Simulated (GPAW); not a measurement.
# Does Fe1 on W4 001 carry moments in GPAW?

Wanted: the moments of Fe1 on W4 001 and the energy gained by spin polarisation.

Program: GPAW 26.7.0. Level of theory: PBE; plane waves with GPAW's PAW setups, scalar-relativistic. Results are calculated unless marked as measured.

## (1) The starting structure

The cell holds 5 atoms: 4 W and 1 Fe. Cell: a = 3.165 Å, b = 3.165 Å, c = 18.127 Å, α = 90.0°, β = 90.0°, γ = 90.0°. ideal sites on the substrate's mesh, layer spacings from atomic volumes, unrelaxed, 12 A of vacuum. Vacuum lies along c.

Coordinates:

```
W Fe
1.0
     3.16500    0.00000    0.00000
     0.00000    3.16500    0.00000
     0.00000    0.00000   18.12695
W Fe
4 1
Direct
  0.00000 0.00000 0.33100
  0.50000 0.50000 0.41829
  0.00000 0.00000 0.50558
  0.50000 0.50000 0.59286
  0.00000 0.00000 0.66900
```

## (2) Start 1: ferro +

Parallel moments need no larger cell; this start tests for a ferromagnetic state only.

Contents of order1.py:

```python
import json
import numpy as np
from ase import Atoms
from ase.parallel import paropen, parprint
from gpaw import GPAW

atoms = Atoms(['W', 'W', 'W', 'W', 'Fe'],
    cell=[[3.165, 0.0, 0.0],
         [0.0, 3.165, 0.0],
         [0.0, 0.0, 18.126946]],
    scaled_positions=[[0.0, 0.0, 0.330999],
         [0.5, 0.5, 0.418287],
         [0.0, 0.0, 0.505576],
         [0.5, 0.5, 0.592865],
         [0.0, 0.0, 0.669001]],
    pbc=True,
    magmoms=[0.0, 0.0, 0.0, 0.0, 2.6])
atoms.calc = GPAW(mode={'name': 'pw', 'ecut': 450},
    xc='PBE',
    kpts={'size': (18, 18, 1), 'gamma': True},
    occupations={'name': 'fermi-dirac', 'width': 0.05},
    convergence={'density': 1e-05, 'energy': 1e-05},
    maxiter=200,
    mixer={'name': 'pulay', 'beta': 0.03, 'nmaxold': 8, 'weight': 100},
    symmetry={'tolerance': 1e-4},
    txt='order1.txt')
e = atoms.get_potential_energy(force_consistent=True)
res = {'free_energy': e, 'energy_sigma0': atoms.get_potential_energy(), 'fermi_energy': atoms.calc.get_fermi_level()}
res['moments'] = atoms.get_magnetic_moments().tolist()
res['total'] = atoms.get_magnetic_moment()
parprint('site moments (muB):', np.round(res['moments'], 3))
parprint(f"total moment: {res['total']:.3f} muB")
parprint(f'free energy: {e:.6f} eV')
atoms.calc.write('order1.gpw')
with paropen('results.json', 'w') as f:
    json.dump(res, f)
```

On the command line:

```bash
$ OMP_NUM_THREADS=1 mpirun -n 4 gpaw python order1.py > order1.log
```

Numbers of over 12 decimals in the logs are rounded to 6 here.

The log of the run:

```text
site moments (muB): [ 0.357 -0.045  0.091 -0.205  2.376]
total moment: 2.871 muB
free energy: -50.604564 eV

--- order1.txt ---
Input parameters:
  mode=PW(ecut=450),
  convergence={'density': 1e-05, 'energy': 1e-05},
  kpts=MonkhorstPack(size=(18, 18, 1), gamma=True),
  maxiter=200,
  mixer=Pulay(name='pulay', nmaxold=8, beta=0.03, weight=100, sigma=0.015, g_ss=None),
  occupations=Occupations(name='fermi-dirac', width=0.05),
  symmetry=Symmetry(tolerance=0.0001),
  xc=XC(name='PBE')

Diagonalizing LCAO Hamiltonian
Converting LCAO to pw mode
   .-------.
  /|       |
 * |       |
 | |       |
 | |       |
 | |       |
 | |       |
 | |       |
 | |       |
 Fe|       |
 | |  W    |
 | |       |
 | |       |
 W |       |
 | |  W    |
 | |       |
 | |       |
 W |       |
 | |       |
 | |       |
 | |       |
 | |       |
 | .-------.
 |/       /
 *-------*

Atoms  # Å, Bohr magnetons
|   | symbol |        x |        y |         z |    initial magnetic moments |
|---|--------|----------|----------|-----------|-----------------------------|
| 0 |      W | 0.000000 | 0.000000 |  6.000001 | ( 0.0000,  0.0000,  0.0000) |
| 1 |      W | 1.582500 | 1.582500 |  7.582266 | ( 0.0000,  0.0000,  0.0000) |
| 2 |      W | 0.000000 | 0.000000 |  9.164549 | ( 0.0000,  0.0000,  0.0000) |
| 3 |      W | 1.582500 | 1.582500 | 10.746832 | ( 0.0000,  0.0000,  0.0000) |
| 4 |     Fe | 0.000000 | 0.000000 | 12.126945 | ( 0.0000,  0.0000,  2.6000) |

Unit cell  # Å
| periodic |        x |        y |         z |   lengths |    angles |
|----------|----------|----------|-----------|-----------|-----------|
|      yes | 3.165000 | 0.000000 |  0.000000 |  3.165000 | 90.000000 |
|      yes | 0.000000 | 3.165000 |  0.000000 |  3.165000 | 90.000000 |
|      yes | 0.000000 | 0.000000 | 18.126946 | 18.126946 | 90.000000 |

Number of symmetries: 8

BZ-sampling:
  Number of BZ points: 324
  Number of IBZ points: 55

  Monkhorst-Pack size: [18, 18, 1]
  Monkhorst-Pack shift: [0.027778, 0.027778, 0.0]

K-points  # in reciprocal-cell coordinates
|     |                                coordinates |     weight |
|-----|--------------------------------------------|------------|
|   0 | ( -0.00000000,  -0.00000000,   0.00000000) | 0.00308642 |
|   1 | (  0.05555556,  -0.00000000,   0.00000000) | 0.01234568 |
|   2 | (  0.05555556,   0.05555556,   0.00000000) | 0.01234568 |
|   3 | (  0.11111111,  -0.00000000,   0.00000000) | 0.01234568 |
|   4 | (  0.11111111,   0.05555556,   0.00000000) | 0.02469136 |
|   5 | (  0.11111111,   0.11111111,   0.00000000) | 0.01234568 |
|   6 | (  0.16666667,  -0.00000000,   0.00000000) | 0.01234568 |
|   7 | (  0.16666667,   0.05555556,   0.00000000) | 0.02469136 |
|   8 | (  0.16666667,   0.11111111,   0.00000000) | 0.02469136 |
|   9 | (  0.16666667,   0.16666667,   0.00000000) | 0.01234568 |
| ... |                                            |            |
|  54 | (  0.50000000,   0.50000000,   0.00000000) | 0.00308642 |

Plane wave coefficients: 3981
Cutoff: 450.000000 eV

Spin-components: 2 (collinear spins)
Bands:           44
Projectors:      30
Spin-degeneracy: 1
Datatype:        complex128

Parallelization:
  kpt:    4
  domain: 1
  band:   1

Density:
  Valence electrons: 64.0
  Components: 2
  Grid points: [16 16 90]
  Charge: 0.0  # |e|

Potential:
  Grid points: [16 16 90]

species:
  W:
    name:    Tungsten
    Z:       74.0
    valence: 14
    core:    60
    charge:  0.0  # [|e|]
    compensation charges:
      type: gauss
      rc: 0.40  # [Å]
      lmax: 2
    cutoffs:
      filter: 2.36  # [Å]
      core: 3.02  # [Å]
    projectors
    | kind |    occ | energy [eV] | rcut [Å] |
    |------|--------|-------------|----------|
    |   5s |  2.000 |     -78.830 |    1.344 |
    |   6s |  2.000 |      -5.697 |    1.344 |
    |   5p |  6.000 |     -43.233 |    1.355 |
    |   6p |  0.000 |      -1.367 |    1.355 |
    |   5d |  4.000 |      -4.494 |    1.228 |
    |    d |        |      22.717 |    1.228 |

    Using partial waves for W as LCAO basis

  Fe:
    name:    Iron
    Z:       26.0
    valence: 8
    core:    18
    charge:  0.0  # [|e|]
    compensation charges:
      type: gauss
      rc: 0.33  # [Å]
      lmax: 2
    cutoffs:
      filter: 2.06  # [Å]
      core: 2.67  # [Å]
    projectors
    | kind |    occ | energy [eV] | rcut [Å] |
    |------|--------|-------------|----------|
    |   4s |  2.000 |      -5.291 |    1.164 |
    |   4p |  0.000 |      -1.326 |    1.058 |
    |   3d |  6.000 |      -7.505 |    1.058 |
    |    s |        |      21.920 |    1.164 |
    |    p |        |      25.885 |    1.058 |
    |    d |        |      19.706 |    1.058 |

    Using partial waves for Fe as LCAO basis

Reference energy: -1789706.141220  # eV

eigensolver:
  PPCG
  Converge bands: occupied
  niter=2

density mixing:
  Pulay-Mixer
  Linear mixing parameters: 0.03
  Old densities: 8
  Fourier metric: weight=100, sigma=0.015

occupation numbers:
  Fermi-Dirac:
    width: 0.0500  # eV

poisson solver:
  ecut: 3600.000000  # eV

xc functional:
  name: PBE with 2 nearest neighbor stencil

convergence criteria:
- Maximum integral of absolute [dens]ity change: 1e-05 electrons / valence electron
- Maximum [total energy] change in last 3 cyles: 1e-05 eV / valence electron
- Maximum integral of absolute [eigenst]ate change: 4e-08 eV^2 / valence electron
maximum number of iterations: 200

SCF iterations
|iter     |      energy | eigst |  dens |  magmom |
|---------|-------------|-------|-------|---------|
|iter:   1|       0s |  -53.735587 | +0.10 |       |  +2.6033|
|iter:   2|       4s |  -53.977785 | -1.21 | -0.91 |  +2.5898|
|iter:   3|       8s |  -52.068856 | -1.88 | -0.96 |  +2.5933|
|iter:   4|      13s |  -51.490146 | -1.92 | -1.08 |  +2.5778|
|iter:   5|      17s |  -51.134374 | -2.10 | -1.13 |  +2.5520|
|iter:   6|      21s |  -50.869931 | -2.30 | -1.20 |  +2.5417|
|iter:   7|      26s |  -50.587713 | -1.56 | -1.28 |  +2.5091|
|iter:   8|      30s |  -50.612225 | -2.31 | -1.46 |  +2.5094|
|iter:   9|      34s |  -50.569006 | -2.29 | -1.43 |  +2.4883|
|iter:  10|      38s |  -50.534224 | -3.38 | -1.61 |  +2.4874|
[... 56 iterations left out ...]
|iter:  67|     236s |  -50.578020c| -8.24c| -4.69 |  +2.8706|
|iter:  68|     239s |  -50.578024c| -7.94c| -4.76 |  +2.8712|
|iter:  69|     241s |  -50.578028c| -7.93c| -4.91 |  +2.8716|
|iter:  70|     243s |  -50.578031c| -8.03c| -4.89 |  +2.8720|
|iter:  71|     245s |  -50.578034c| -7.94c| -4.84 |  +2.8721|
|iter:  72|     247s |  -50.578030c| -7.84c| -4.80 |  +2.8714|
|iter:  73|     249s |  -50.578032c| -8.37c| -4.98 |  +2.8716|
|iter:  74|     251s |  -50.578033c| -8.93c| -4.94 |  +2.8717|
|iter:  75|     253s |  -50.578032c| -8.65c| -4.96 |  +2.8713|
|iter:  76|     255s |  -50.578032c| -9.30c| -5.04c|  +2.8713|

Converged in 76 steps
Energy contributions relative to reference atoms: (reference = -1789706.141220)

Energy contributions:
  Kinetic:           6.735707
  Coulomb:         -14.514013
  Zero:              0.025353
  External:          0.000000
  Xc:              -42.798547
  Entropy:          -0.053065
  Spinorbit:         0.000000
  ----------------------------
  Free energy:     -50.604564
  Extrapolated:    -50.578032

dipole moment: (-31.292423, -31.292423, 0.005685)  # |e|*Ang

Total magnetic moment: (0.000000, 0.000000, 2.871265)

Local magnetic moments
|        x |        y |         z |
|----------|----------|-----------|
| 0.000000 | 0.000000 |  0.357108 |  # W    0
| 0.000000 | 0.000000 | -0.045125 |  # W    1
| 0.000000 | 0.000000 |  0.090524 |  # W    2
| 0.000000 | 0.000000 | -0.204968 |  # W    3
| 0.000000 | 0.000000 |  2.375543 |  # Fe   4

Fermi level: 3.379
Eigenvalues  # (at kpt = [-0.000, -0.000, 0.000])
| band index |      eig [eV] | occ [0-1] |      eig [eV] | occ [0-1] |
|------------|---------------|-----------|---------------|-----------|
|          0 |       -70.463 |     1.000 |       -70.499 |     1.000 |
|        ... |               |           |               |           |
|         25 |         1.198 |     1.000 |         2.397 |     1.000 |
|         26 |         1.413 |     1.000 |         2.551 |     1.000 |
|         27 |         1.857 |     1.000 |         2.796 |     1.000 |
|         28 |         2.367 |     1.000 |         2.796 |     1.000 |
|         29 |         2.367 |     1.000 |         3.227 |     0.955 |
|         30 |         2.640 |     1.000 |         3.330 |     0.730 |
|         31 |         2.896 |     1.000 |         3.388 |     0.454 |
|         32 |         2.945 |     1.000 |         3.388 |     0.454 |
|         33 |         2.945 |     1.000 |         3.565 |     0.024 |
|         34 |         2.978 |     1.000 |         3.876 |     0.000 |
|         35 |         4.377 |     0.000 |         4.701 |     0.000 |
|         36 |         4.448 |     0.000 |         4.701 |     0.000 |
|         37 |         4.448 |     0.000 |         4.717 |     0.000 |
|         38 |         4.757 |     0.000 |         5.044 |     0.000 |
|         39 |         5.985 |     0.000 |         6.133 |     0.000 |
|         40 |         6.276 |     0.000 |         6.470 |     0.000 |
|        ... |               |           |               |           |
|         43 |         6.886 |     0.000 |         7.027 |     0.000 |

No gap
No difference between direct/indirect transitions
```

The job ended after 4.4 min (4 MPI ranks of AMD EPYC 7B13 (Zen 3), shared host; peak memory 1.2 GiB).

Spin moment in the augmentation sphere by atom:

| atom | spin moment in the augmentation sphere (μB) |
| --- | --- |
| W1 | 0.36 |
| W2 | -0.05 |
| W3 | 0.09 |
| W4 | -0.20 |
| Fe5 | 2.38 |

Numbers from this step:

| Quantity | Value |
| --- | --- |
| magnetization | 2.871 μB |
| final state | ferromagnetic |

After 76 cycles the largest moment stands at 2.38 μB.

## (3) Order 2, typed as no spin polarisation

This run holds no moments, which gives a state to set the others against.

nospin.py is the script of step 2 with these lines changed:

```diff
@@ -15,4 +15,3 @@
          [0.0, 0.0, 0.669001]],
-    pbc=True,
-    magmoms=[0.0, 0.0, 0.0, 0.0, 2.6])
+    pbc=True)
 atoms.calc = GPAW(mode={'name': 'pw', 'ecut': 450},
@@ -25,11 +24,7 @@
     symmetry={'tolerance': 1e-4},
-    txt='order1.txt')
+    txt='nospin.txt')
 e = atoms.get_potential_energy(force_consistent=True)
 res = {'free_energy': e, 'energy_sigma0': atoms.get_potential_energy(), 'fermi_energy': atoms.calc.get_fermi_level()}
-res['moments'] = atoms.get_magnetic_moments().tolist()
-res['total'] = atoms.get_magnetic_moment()
-parprint('site moments (muB):', np.round(res['moments'], 3))
-parprint(f"total moment: {res['total']:.3f} muB")
 parprint(f'free energy: {e:.6f} eV')
-atoms.calc.write('order1.gpw')
+atoms.calc.write('nospin.gpw')
 with paropen('results.json', 'w') as f:
```

On the command line:

```bash
$ OMP_NUM_THREADS=1 mpirun -n 4 gpaw python nospin.py > nospin.log
```

The log of the run:

```text
free energy: -50.239927 eV

--- nospin.txt ---
Input parameters:
  mode=PW(ecut=450),
  convergence={'density': 1e-05, 'energy': 1e-05},
  kpts=MonkhorstPack(size=(18, 18, 1), gamma=True),
  maxiter=200,
  mixer=Pulay(name='pulay', nmaxold=8, beta=0.03, weight=100, sigma=0.015, g_ss=None),
  occupations=Occupations(name='fermi-dirac', width=0.05),
  symmetry=Symmetry(tolerance=0.0001),
  xc=XC(name='PBE')

Diagonalizing LCAO Hamiltonian
Converting LCAO to pw mode
   .-------.
  /|       |
 * |       |
 | |       |
 | |       |
 | |       |
 | |       |
 | |       |
 | |       |
 Fe|       |
 | |  W    |
 | |       |
 | |       |
 W |       |
 | |  W    |
 | |       |
 | |       |
 W |       |
 | |       |
 | |       |
 | |       |
 | |       |
 | .-------.
 |/       /
 *-------*

Atoms  # Å, Bohr magnetons
|   | symbol |        x |        y |         z |    initial magnetic moments |
|---|--------|----------|----------|-----------|-----------------------------|
| 0 |      W | 0.000000 | 0.000000 |  6.000001 | ( 0.0000,  0.0000,  0.0000) |
| 1 |      W | 1.582500 | 1.582500 |  7.582266 | ( 0.0000,  0.0000,  0.0000) |
| 2 |      W | 0.000000 | 0.000000 |  9.164549 | ( 0.0000,  0.0000,  0.0000) |
| 3 |      W | 1.582500 | 1.582500 | 10.746832 | ( 0.0000,  0.0000,  0.0000) |
| 4 |     Fe | 0.000000 | 0.000000 | 12.126945 | ( 0.0000,  0.0000,  0.0000) |

Unit cell  # Å
| periodic |        x |        y |         z |   lengths |    angles |
|----------|----------|----------|-----------|-----------|-----------|
|      yes | 3.165000 | 0.000000 |  0.000000 |  3.165000 | 90.000000 |
|      yes | 0.000000 | 3.165000 |  0.000000 |  3.165000 | 90.000000 |
|      yes | 0.000000 | 0.000000 | 18.126946 | 18.126946 | 90.000000 |

Number of symmetries: 8

BZ-sampling:
  Number of BZ points: 324
  Number of IBZ points: 55

  Monkhorst-Pack size: [18, 18, 1]
  Monkhorst-Pack shift: [0.027778, 0.027778, 0.0]

Plane wave coefficients: 3981
Cutoff: 450.000000 eV

Spin-components: 1 (collinear spins)
Bands:           43
Projectors:      30
Spin-degeneracy: 2
Datatype:        complex128

Parallelization:
  kpt:    4
  domain: 1
  band:   1

Density:
  Valence electrons: 64.0
  Components: 1
  Grid points: [16 16 90]
  Charge: 0.0  # |e|

Potential:
  Grid points: [16 16 90]

[... setups left out ...]
Reference energy: -1789706.141220  # eV

eigensolver:
  PPCG
  Converge bands: occupied
  niter=2

density mixing:
  Pulay-Mixer
  Linear mixing parameters: 0.03
  Old densities: 8
  Fourier metric: weight=100, sigma=0.015

occupation numbers:
  Fermi-Dirac:
    width: 0.0500  # eV

poisson solver:
  ecut: 3600.000000  # eV

xc functional:
  name: PBE with 2 nearest neighbor stencil

convergence criteria:
- Maximum integral of absolute [dens]ity change: 1e-05 electrons / valence electron
- Maximum [total energy] change in last 3 cyles: 1e-05 eV / valence electron
- Maximum integral of absolute [eigenst]ate change: 4e-08 eV^2 / valence electron
maximum number of iterations: 200

SCF iterations
|iter     |      energy | eigst |  dens |
|---------|-------------|-------|-------|
|iter:   1|       0s |  -54.326430 | +0.09 |       |
|iter:   2|       2s |  -54.925553 | -1.02 | -0.95 |
|iter:   3|       5s |  -52.126892 | -1.59 | -0.96 |
|iter:   4|       7s |  -52.056489 | -2.95 | -1.11 |
|iter:   5|       9s |  -50.904790 | -1.27 | -1.11 |
|iter:   6|      11s |  -50.898690 | -2.07 | -1.29 |
|iter:   7|      13s |  -50.373227 | -0.97 | -1.29 |
|iter:   8|      16s |  -50.367424 | -2.44 | -1.62 |
|iter:   9|      18s |  -50.248586 | -2.03 | -1.62 |
|iter:  10|      20s |  -50.203920 | -2.62 | -1.71 |
[... 15 iterations left out ...]
|iter:  26|      54s |  -50.208569c| -7.61c| -4.05 |
|iter:  27|      57s |  -50.208570c| -7.32 | -4.13 |
|iter:  28|      58s |  -50.208569c| -7.53c| -4.30 |
|iter:  29|      60s |  -50.208569c| -7.20 | -4.35 |
|iter:  30|      62s |  -50.208569c| -7.94c| -4.58 |
|iter:  31|      63s |  -50.208569c| -7.85c| -4.63 |
|iter:  32|      64s |  -50.208569c| -8.08c| -4.79 |
|iter:  33|      65s |  -50.208569c| -8.51c| -4.89 |
|iter:  34|      66s |  -50.208569c| -8.56c| -4.97 |
|iter:  35|      67s |  -50.208569c| -8.24c| -5.07c|

Converged in 35 steps
Energy contributions relative to reference atoms: (reference = -1789706.141220)

Energy contributions:
  Kinetic:          -2.645435
  Coulomb:          -6.832015
  Zero:              0.046880
  External:          0.000000
  Xc:              -40.746641
  Entropy:          -0.062716
  Spinorbit:         0.000000
  ----------------------------
  Free energy:     -50.239927
  Extrapolated:    -50.208569

dipole moment: (-31.282067, -31.282067, -0.002147)  # |e|*Ang

Fermi level: 3.319
Eigenvalues  # (at kpt = [-0.000, -0.000, 0.000])
| band index |      eig [eV] | occ [0-2] |
|------------|---------------|-----------|
|          0 |       -70.683 |     2.000 |
|        ... |               |           |
|         27 |         2.428 |     2.000 |
|         28 |         2.428 |     2.000 |
|         29 |         2.991 |     1.997 |
|         30 |         2.991 |     1.997 |
|         31 |         2.994 |     1.997 |
|         32 |         3.044 |     1.992 |
|         33 |         3.060 |     1.989 |
|         34 |         3.066 |     1.987 |
|         35 |         4.460 |     0.000 |
|         36 |         4.473 |     0.000 |
|         37 |         4.473 |     0.000 |
|         38 |         4.791 |     0.000 |
|         39 |         5.990 |     0.000 |
|         40 |         6.283 |     0.000 |
|         41 |         6.573 |     0.000 |
|         42 |         6.878 |     0.000 |

No gap
No difference between direct/indirect transitions
```

It took 75 s on 4 MPI ranks; peak memory 0.97 GiB.

Read from the output:

```yaml
final_state: non-magnetic (no spin polarisation)
```

It lies 365 meV a seeded atom over the first start.

## (4) Energies of the orders

These are free energies at a smearing of 0.05 eV, so its entropy term is in the differences. They are divided by the number of seeded atoms, so that cells of unlike size compare.

Orders:

| start | final state | typed order kept | energy over the lowest (meV a seeded atom) | largest site moment (μB) | net moment (μB a primitive cell) | mesh matched | CPU time (s) |
| --- | --- | --- | --- | --- | --- | --- | --- |
| ferro + | ferromagnetic | yes | 0 | 2.376 | 2.871 | yes | 1065 |
| no spin polarisation | non-magnetic | - | 364.6 | 0 | 0 | yes | 299.4 |

## (5) Outcome

| Item | Value |
| --- | --- |
| lower run | with moments |
| largest site moment | 2.38 μB |
| energy gained by spin polarisation | 365 meV a seeded atom |

The crystal holds moments, up to 2.38 μB, and gains 365 meV a seeded atom by them. No antiferromagnetic order was tried, so the session says nothing on how the moments order.

[Logs and program files are shortened in this print: banners, set-up blocks, solver, clock and traceback lines can be left out without a mark of their own.]

[Logs are printed without paths, hosts, clocks, repeated set-up lines and the standing remarks that a program may print on its own settings, such as how far it seeks lower states.]

[Hosts, paths, dates, database ids (printed as entryN), source tags and the programs' standing remarks are cut or masked in the printed files.]

[Where a cell is said to come from a database of computed structures, the database is the Materials Project.]
